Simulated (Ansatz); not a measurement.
# Ta2O5 (P2/m): band gap by G0W0 on HSE06, part 2 of 2

How far does one-shot GW move the HSE06 gap of Ta2O5 (P2/m)?

Ansatz 0.2.0; HSE06, then G0W0 on it, plane waves, PAW. Known limits of the many-body steps: finite bands, screening cutoff and k mesh; no spin-orbit coupling in G0W0.

So far. Step 2 (HSE06 levels on the mesh and at listed points): Over mesh and listed points the gap is 3.662 eV, from k = (-0.500, 0.500, 0.500) to k = (0.000, 0.000, 0.500). The least direct gap found is 4.283 eV, at k = Γ.

In doubt: masses and optical values from hybrid runs of this build are listed as unsure (step 3), which bears on the screening that GW takes from such a start.

## (3) One-shot GW

G0W0 replaces the xc potential by a self-energy built once from the orbitals of the start. Levels are corrected in the window of bands that the input names, at points of the mesh.

This step: G0W0 on HSE06, plane waves, PAW; PAW set soft_1.

input.yaml

```yaml
crystal:
  lattice:
    - [3.8414080139, 0.0, 0.0]
    - [0.0, 3.86271575, 0.0]
    - [-1.8189421445, 0.0, 6.5289594201]
  atoms:
    - { symbol: Ta, position: [0.64953073, 0.0, 0.79131453] }
    - { symbol: Ta, position: [0.35046927, 0.0, 0.20868547] }
    - { symbol: O, position: [0.6621243, 0.5, 0.79832929] }
    - { symbol: O, position: [0.3378757, 0.5, 0.20167071] }
    - { symbol: O, position: [0.18976057, 0.0, 0.87062125] }
    - { symbol: O, position: [0.81023943, 0.0, 0.12937875] }
    - { symbol: O, position: [0.5, 0.0, 0.5] }
kpoints:
  mp_grid: { grid: [4, 4, 4] }
hamiltonian:
  xc: hse06
  pseudopotentials: { kind: paw, azcp: { folder: soft_1 } }
scf:
  occupations: { method: fixed }
gw:
  n_empty_bands: 356
  ecut_chi: 138
  qp_bands: [v2, c2]
  qp_kpoints: band_edges
  screening: { model: contour_deformation }
```

On the command line:

```
$ ansatz run input.yaml --threads 3 --pin off --max-ram 92160MiB --backend cuda --events-out ev --progress --plain --runs-dir out --devices 1 --max-vram 13GiB
```

Numbers of over 12 decimals in the logs are rounded to 6 here.

Log:

```text
GPUs: using 1 of 1 available (devices: 1).
[...]
GPU FFT provider: cuFFT
GPU libraries: cuBLAS 13.8.2, cuFFT 12.4.0, cuSOLVER 12.3.4
Crystal: 7 atoms, lattice volume = 96.878 Å³
Basis set: ecut = 420 eV, 1913 PW (Γ)
Bands: 35, of which v1, the nominal top of the filled ones, is band 28 counted from 1 (27 counted from 0)
Symmetry: 4 space group operations
[...]
k-points: 30 of 64
[...]
GPU buffer pool allocated for 34992 grid points (all kernels)
[...]
SCF iter   1: F=—  HF=-22712.140279 eV  |F-HF|=—  |Δ(HF+E_count)|=         —  Δρ=7.62e-2  dr2=5.35e0  ethr=1.00e-1  ⟨swp⟩=4.0  Hψ=3294  notcnv=0
[...]
SCF iter   6: F=-22711.203252 eV  HF=-22711.203196 eV  |F-HF|=5.59e-5  |Δ(HF+E_count)|=   8.56e-4  Δρ=6.72e-4  dr2=1.74e-4  ethr=5.54e-6  ⟨swp⟩=3.0  Hψ=2550  notcnv=0
SCF 1 stopped early in 6 iterations: F = -22711.203252 eV  dr2 = 1.74e-4
[...]
GPU FFT provider: cuFFT
GPU libraries: cuBLAS 13.8.2, cuFFT 12.4.0, cuSOLVER 12.3.4
[...]
GPU buffer pool allocated for 34992 grid points (all kernels)
[...]
Frozen-core exchange: fock
SCF iter   1: F=—  HF=-22711.368127 eV  |F-HF|=—  |Δ(HF+E_count)|=         —  Δρ=1.37e-2  dr2=2.82e-1  ethr=3.10e-6  ⟨swp⟩=7.1  Hψ=5203  notcnv=0
[...]
SCF iter   7: F=-22711.304483 eV  HF=-22711.304491 eV  |F-HF|=8.48e-6  |Δ(HF+E_count)|=   1.01e-4  Δρ=9.23e-5  dr2=1.98e-5  ethr=6.59e-7  ⟨swp⟩=3.0  Hψ=2552  notcnv=0
SCF 2 stopped early in 7 iterations: F = -22711.304483 eV  dr2 = 1.98e-5
[...]
hybrid outer 1: dexx = +3.053e-2 eV, tail = 9.41e-5 eV
GPU FFT provider: cuFFT
GPU libraries: cuBLAS 13.8.2, cuFFT 12.4.0, cuSOLVER 12.3.4
GPU buffer pool allocated for 34992 grid points (all kernels)
[...]
Frozen-core exchange: fock
SCF iter   1: F=—  HF=-22711.304339 eV  |F-HF|=—  |Δ(HF+E_count)|=         —  Δρ=2.02e-4  dr2=3.56e-5  ethr=8.40e-7  ⟨swp⟩=3.0  Hψ=2393  notcnv=0
[...]
SCF iter   4: F=-22711.304331 eV  HF=-22711.304331 eV  |F-HF|=3.70e-9  |Δ(HF+E_count)|=   3.58e-8  Δρ=2.42e-6  dr2=1.04e-8  ethr=2.12e-10  ⟨swp⟩=3.0  Hψ=2621  notcnv=0
SCF 3 converged in 4 iterations: F = -22711.304331 eV  dr2 = 1.04e-8
[...]
NSCF: frozen V_eff on 30 k-points
Exchange-term sweep: 0 of 30 (spin, k) points
Exchange-term sweep: 2 of 30 (spin, k) points
Exchange-term sweep: 3 of 30 (spin, k) points
Exchange-term sweep: 5 of 30 (spin, k) points
Exchange-term sweep: 6 of 30 (spin, k) points
Exchange-term sweep: 8 of 30 (spin, k) points
Exchange-term sweep: 9 of 30 (spin, k) points
Exchange-term sweep: 11 of 30 (spin, k) points
Exchange-term sweep: 12 of 30 (spin, k) points
Exchange-term sweep: 14 of 30 (spin, k) points
Exchange-term sweep: 15 of 30 (spin, k) points
Exchange-term sweep: 17 of 30 (spin, k) points
Exchange-term sweep: 18 of 30 (spin, k) points
Exchange-term sweep: 20 of 30 (spin, k) points
Exchange-term sweep: 21 of 30 (spin, k) points
Exchange-term sweep: 23 of 30 (spin, k) points
Exchange-term sweep: 24 of 30 (spin, k) points
Exchange-term sweep: 26 of 30 (spin, k) points
Exchange-term sweep: 27 of 30 (spin, k) points
Exchange-term sweep: 29 of 30 (spin, k) points
Exchange-term sweep: 30 of 30 (spin, k) points
G₀W₀ screening: q 1/30
[... further progress lines ...]
[...]
Free energy (F): -22711.304331 eV
Frozen-core exchange: fock
[...]
Internal energy: -22711.304331 eV  (E = F + TS)
E sigma→0 (E₀):  -22711.304331 eV
Fermi energy:    5.951138 eV
[...]
--- Band table (eV; the first three rows and the last of 30) ---
  k-point 0: bands = [... 24 lower, 4.8998, 5.1353, 5.2385, 5.3737, 9.6588, 10.0844, 10.2438]
  k-point 1: bands = [... 24 lower, 4.9485, 5.0306, 5.1603, 5.3095, 9.6365, 10.1089, 10.1940]
  k-point 2: bands = [... 24 lower, 4.9118, 5.0729, 5.0802, 5.1864, 9.6159, 10.1330, 10.1508]
  k-point 29: bands = [... 24 lower, 3.8642, 5.2210, 5.8180, 5.9511, 10.6836, 12.6945, 13.2240]
  guard bands above this table: 4 of the run's 35 bands. The solve was not asked for them (output.publish_guard_bands: true or output.eigenvalues: true publishes all)
--- G₀W₀: contour deformation, 6 samples at zero and on the imaginary axis and 2 off it, 64 q-points, 356 empty bands' worth ---
  eigenvalues of the whole cell's RPA ε∞ on this k-mesh (on a slab, of 1 + 4πα/V) = 3.5866, 3.6239, 4.9240; static W/v taken at q = 0 is 0.237013
  gw.qp_kpoints: band_edges: 21 of 30 stored k-points solved, in 1 pass; an edge of the gap read off the rows below is read off those points alone
    valence top: of the k-points left out ik 14 came nearest to being solved in a further pass, in band 28 (counted from 1, as in the quasiparticle table): it holds the edge there only if its correction is more favourable than any solved in that band by at least 0.550 eV; those differ by 0.117 eV
    conduction bottom: of the k-points left out ik 26 came nearest to being solved in a further pass, in band 29 (counted from 1, as in the quasiparticle table): it holds the edge there only if its correction is more favourable than any solved in that band by at least 1.021 eV; those differ by 0.112 eV
    ik  band        ε_KS         Σx   Σc(E_QP)       V_xc       Z   E_QP_lin       E_QP  E_QP is
     0    27      5.2385   -27.8109     4.1724   -23.7454  0.7823     5.3452     5.3453  root
     0    28      5.3737   -25.6735     4.0381   -21.7273  0.7679     5.4656     5.4657  root
     0    29      9.6588   -12.7381    -4.3349   -17.6000  0.8262    10.1882    10.1859  root
     0    30     10.0844   -12.9954    -4.4866   -18.0248  0.8224    10.6299    10.6273  root
     1    27      5.1603   -27.7995     4.1488   -23.7482  0.7829     5.2577     5.2579  root
     1    28      5.3095   -25.5405     4.0447   -21.5784  0.7669     5.3919     5.3920  root
     1    29      9.6365   -12.7105    -4.3260   -17.5615  0.8265    10.1638    10.1615  root
     1    30     10.1089   -13.0288    -4.4959   -18.0698  0.8221    10.6567    10.6540  root
     2    27      5.0802   -25.2461     4.0972   -21.2071  0.7643     5.1384     5.1384  root
     2    28      5.1864   -25.2343     4.0490   -21.2471  0.7649     5.2482     5.2482  root
     2    29      9.6159   -12.6864    -4.3178   -17.5273  0.8267    10.1414    10.1391  root
     2    30     10.1330   -13.0544    -4.5099   -18.1112  0.8218    10.6825    10.6798  root
     5    27      4.7033   -25.3558     4.2731   -21.1466  0.7641     4.7672     4.7673  root
     5    28      5.4588   -25.8577     4.2075   -21.7517  0.7662     5.5602     5.5603  root
     5    29     11.4104   -14.1681    -4.2911   -19.0940  0.8060    12.0493    12.0452  root
     5    30     11.5541   -13.3375    -4.7443   -18.6422  0.8075    12.1181    12.1146  root
     6    27      4.1297   -25.4296     4.4718   -21.0178  0.7612     4.1896     4.1897  root
     6    28      5.6243   -26.0933     4.2691   -21.9477  0.7679     5.7477     5.7479  root
     6    29     11.9031   -13.6704    -4.6596   -18.9106  0.8039    12.4877    12.4838  root
     6    30     13.1269   -15.2020    -4.7239   -20.6173  0.7800    13.8250    13.8184  root
     7    27      4.2846   -25.0867     4.3110   -20.8188  0.7616     4.3277     4.3277  root
     7    28      5.6219   -26.1006     4.2426   -21.9815  0.7676     5.7453     5.7455  root
     7    29     11.8302   -13.4253    -4.7973   -18.7845  0.8046    12.3957    12.3920  root
     7    30     13.1073   -15.1639    -4.7076   -20.5622  0.7805    13.8047    13.7981  root
     8    27      4.5211   -25.1384     4.3145   -20.8690  0.7637     4.5661     4.5661  root
     8    28      5.6160   -26.0971     4.2061   -22.0136  0.7674     5.7385     5.7387  root
     8    29     11.7534   -13.1759    -4.9300   -18.6495  0.8055    12.3005    12.2970  root
     8    30     13.0767   -15.0011    -4.6865   -20.3697  0.7821    13.7652    13.7588  root
     9    27      5.0488   -25.0155     4.1280   -20.9285  0.7632     5.0898     5.0898  root
     9    28      5.2459   -25.4073     4.0978   -21.3812  0.7652     5.3175     5.3176  root
     9    29     10.0432   -13.0409    -4.4071   -17.9967  0.8235    10.5945    10.5919  root
     9    30     10.6141   -13.1767    -4.5777   -18.3342  0.8188    11.1971    11.1938  root
    10    27      5.0593   -25.0903     4.1508   -20.9848  0.7631     5.1045     5.1046  root
    10    28      5.1815   -25.3114     4.1010   -21.2727  0.7649     5.2438     5.2438  root
    10    29      9.7613   -12.7961    -4.3218   -17.6482  0.8261    10.2939    10.2916  root
    10    30     10.7965   -13.0571    -4.7164   -18.3372  0.8165    11.3634    11.3602  root
    11    27      5.0529   -25.0731     4.1326   -20.9836  0.7634     5.0960     5.0960  root
    11    28      5.1908   -25.3466     4.1159   -21.2968  0.7646     5.2569     5.2570  root
    11    29      9.7672   -12.8050    -4.3142   -17.6500  0.8261    10.3004    10.2980  root
    11    30     10.7661   -12.9977    -4.7116   -18.2688  0.8168    11.3288    11.3256  root
[...]
27    27      5.8237   -26.3473     4.3009   -22.2135  0.7688     5.9904     5.9907  root
    27    28      5.9239   -26.4592     4.2862   -22.3486  0.7690     6.0992     6.0995  root
    27    29     10.7430   -13.2377    -4.6130   -18.4329  0.8158    11.3285    11.3251  root
    27    30     12.6333   -14.7022    -4.9641   -20.3417  0.7892    13.3149    13.3087  root
    28    27      5.8390   -26.3828     4.2965   -22.2565  0.7687     6.0089     6.0093  root
    28    28      5.9271   -26.4489     4.2908   -22.3324  0.7690     6.1010     6.1013  root
    28    29     10.8216   -13.4803    -4.5724   -18.6478  0.8135    11.4203    11.4167  root
    28    30     12.5782   -14.5670    -4.9553   -20.1933  0.7915    13.2552    13.2492  root
    29    27      5.8180   -26.3149     4.2915   -22.1880  0.7689     5.9822     5.9826  root
    29    28      5.9511   -26.4954     4.2956   -22.3783  0.7689     6.1292     6.1296  root
    29    29     10.6836   -13.1590    -4.6134   -18.3495  0.8163    11.2640    11.2607  root
    29    30     12.6945   -14.7709    -4.9758   -20.4248  0.7884    13.3789    13.3726  root
```

It took 2 min on 1 × NVIDIA H100 80GB HBM3 (shared by 6 runs) with 3 threads of AMD EPYC 7R13 (Zen 3), shared host; peak memory 2.5 GiB.

Numbers from this step:

```
bands summed                                    : 384
RPA ε∞ on this mesh (eigenvalues)               : 3.587, 3.624, 4.924
plane waves in the screening matrix             : 365
q-points in the mesh                            : 64
G0W0 gap over the corrected points              : 4.010 eV
k of the valence top                            : -0.5, -0.5, -0.5
k of the conduction bottom                      : 0, 0, -0.5
starting gap on the mesh                        : 3.665 eV
Z at the valence top                            : 0.7689
Z at the conduction bottom                      : 0.8267
least direct G0W0 gap over the corrected points : 4.720 eV
```

Over 21 of 30 irreducible mesh points the G0W0 gap is 4.010 eV, from k = (-0.500, -0.500, -0.500) to k = (0.000, 0.000, -0.500). The HSE06 gap of this run on the mesh is 3.665 eV. The two states that bound the G0W0 gap lie that far apart at the start, so the correction of the gap is 4.010 − 3.665 = +0.345 eV. The start of this run differs from the step before in mesh (4×4×2 and 4×4×4).

Labels follow the order of the start: v1 is the top filled band, c1 the lowest empty one; levels that stay degenerate share a row, the window can cut a multiplet, doubted levels are not marked in this list, bands outside the window were not corrected, and the list may be a part of the corrected levels. Levels before and after the correction, in eV, zero at the valence-band top of each column:

```
       conduction bottom  valence top
HSE06               3.66         0.00
 G0W0               4.01         0.00
```

```
                     level  occupation  energy (eV)
HSE06        (0 0 -0.5) v2           2       -0.871
HSE06        (0 0 -0.5) v1           2       -0.765
HSE06        (0 0 -0.5) c1           0        3.665
HSE06        (0 0 -0.5) c2           0        4.182
HSE06  (-0.5 -0.5 -0.5) v2           2       -0.133
HSE06  (-0.5 -0.5 -0.5) v1           2        0.000
HSE06  (-0.5 -0.5 -0.5) c1           0        4.732
HSE06  (-0.5 -0.5 -0.5) c2           0        6.743
 G0W0        (0 0 -0.5) v2           2       -0.991
 G0W0        (0 0 -0.5) v1           2       -0.881
 G0W0        (0 0 -0.5) c1           0        4.010
 G0W0        (0 0 -0.5) c2           0        4.550
 G0W0  (-0.5 -0.5 -0.5) v2           2       -0.147
 G0W0  (-0.5 -0.5 -0.5) v1           2        0.000
 G0W0  (-0.5 -0.5 -0.5) c1           0        5.131
 G0W0  (-0.5 -0.5 -0.5) c2           0        7.243
```

The parts of the quasiparticle energy for the two states that bound the G0W0 gap, in eV on the run's own scale (QP = start + Σx + Σc − Vxc, with Σc at the quasiparticle energy):

| edge | k | band | start | Σx | Σc | Vxc | Z | QP |
| --- | --- | --- | --- | --- | --- | --- | --- | --- |
| valence top | (-0.500, -0.500, -0.500) | 28 | 5.951 | −26.495 | 4.296 | −22.378 | 0.769 | 6.130 |
| conduction bottom | (0.000, 0.000, -0.500) | 29 | 9.616 | −12.686 | −4.318 | −17.527 | 0.827 | 10.139 |

For a hybrid start, Vxc holds its share of exact exchange.

## (4) Side by side

Each gap is the least one over the points named; times are wall times on shared hosts, not benchmarks. A G0W0 time includes the run's own self-consistent start. Runs with listed points see these and the mesh alone, so an edge that moves elsewhere is missed. Symmetry makes (-0.500, 0.500, 0.500) and (-0.500, -0.500, -0.500) one point. Symmetry makes (0.000, 0.000, 0.500) and (0.000, 0.000, -0.500) one point.

```csv
level,mesh,"files, cutoff","bands summed, screening",points,gap (eV),valence top,conduction bottom,least direct gap (eV),time
HSE06,4×4×2,"soft_1 PAW, 420 eV",-,mesh and listed points,3.662,"(-0.500, 0.500, 0.500)","(0.000, 0.000, 0.500)",4.283,21 s
G0W0@HSE06,4×4×4,"soft_1 PAW, 420 eV","384, 138 eV",21 of 30 irreducible mesh points,4.010,"(-0.500, -0.500, -0.500)","(0.000, 0.000, -0.500)",4.720,2 min
```

## (5) What came out

| Quantity | Value |
| --- | --- |
| HSE06 gap over mesh and listed points | 3.662 eV, from k = (-0.500, 0.500, 0.500) to k = (0.000, 0.000, 0.500) |
| G0W0@HSE06 gap over 21 of 30 irreducible mesh points | 4.010 eV, from k = (-0.500, -0.500, -0.500) to k = (0.000, 0.000, -0.500) |
| GW settings | 4×4×4 mesh, 356 empty bands, screening to 138 eV, PAW set soft_1 files |
| known limits | finite bands, screening cutoff and k mesh; no spin-orbit coupling in G0W0 |

**Reading.** Over 21 of 30 irreducible mesh points the G0W0 gap is 4.010 eV, from k = (-0.500, -0.500, -0.500) to k = (0.000, 0.000, -0.500). The HSE06 gap of this run on the mesh is 3.665 eV. The two states that bound the G0W0 gap lie that far apart at the start, so the correction of the gap is 4.010 − 3.665 = +0.345 eV. The valence state moves by 6.130 − 5.951 = +0.179 eV and the conduction state by 10.139 − 9.616 = +0.523 eV, on the run's own scale; how far single levels stand from their limit in bands is not shown. Both edges that HSE06 shows over mesh and listed points lie at k points where levels were corrected. Levels at other points were not corrected, so a lower G0W0 gap elsewhere in the zone is not ruled out. No second run with other bands and screening cutoff is shown, so the distance to the basis limit is not known. On another start, G0W0@LDA runs of this series (4×4×4 mesh, soft_1 PAW; not shown as steps) give 3.514 eV with 154 bands and 69 eV, 3.527 eV with 384 bands and 138 eV and 3.603 eV with 795 bands and 230 eV. G0W0 on other starts in this series, not shown as steps and not all at these settings: 3.527 eV on LDA (4×4×4, soft_1 PAW, 384 bands, 138 eV) and 4.240 eV on PBE0 (4×4×4, soft_1 PAW, 384 bands, 138 eV). Two runs of this series at another level, not shown as steps, test spin-orbit coupling. LDA+SOC against LDA: 2.096 − 2.123 = −0.027 eV, with the same mesh, set of files (read in its fully relativistic form for the spin-orbit run) and cutoff, and both edges at the same k points. The spin-orbit run sees mesh and listed points alone, so its gap is an upper bound: the coupling can move an edge off these points, and the change over the zone, its sign included where it is small, is not known. What spin-orbit coupling does to the G0W0 levels was not computed, so no sum with the G0W0 gap is formed. The G0W0 runs are scalar-relativistic. No pair of G0W0 runs that differ in the mesh alone is shown (4×4×4 is a supercell whose nearest images lie 15 Å apart), so the error from the mesh is not known here. G0W0 is shown with one set of atomic data (soft_1 PAW), so the error from the files is not known here.

[Paths, hosts, dates, memory and timing lines, banners, echoed tables and standing remarks are left out of the program output.]

[Logs are printed without paths, hosts, clocks, repeated set-up lines and the standing remarks that a program may print on its own settings, such as how far it seeks lower states.]

[Runs of the session that timed out or met a known fault of the program may be left out.]

[Cells called generated may have been cut or substituted from an entry of the Crystallography Open Database or the Materials Project.]

[Hosts, paths, dates, database ids (printed as entryN), source tags and the programs' standing remarks are cut or masked in the printed files.]

[Where an RPA ε∞ is given, it is that of the G0W0 mesh and is not shown converged in it. Names of k-points follow the symmetry that the program found, which can be lower than the space group named. Band edges on a path are those of the sampled points; other points can move an edge, and change direct to indirect where valleys lie close.]

[Hybrid gaps are those of their k-mesh and are not shown converged in it.]
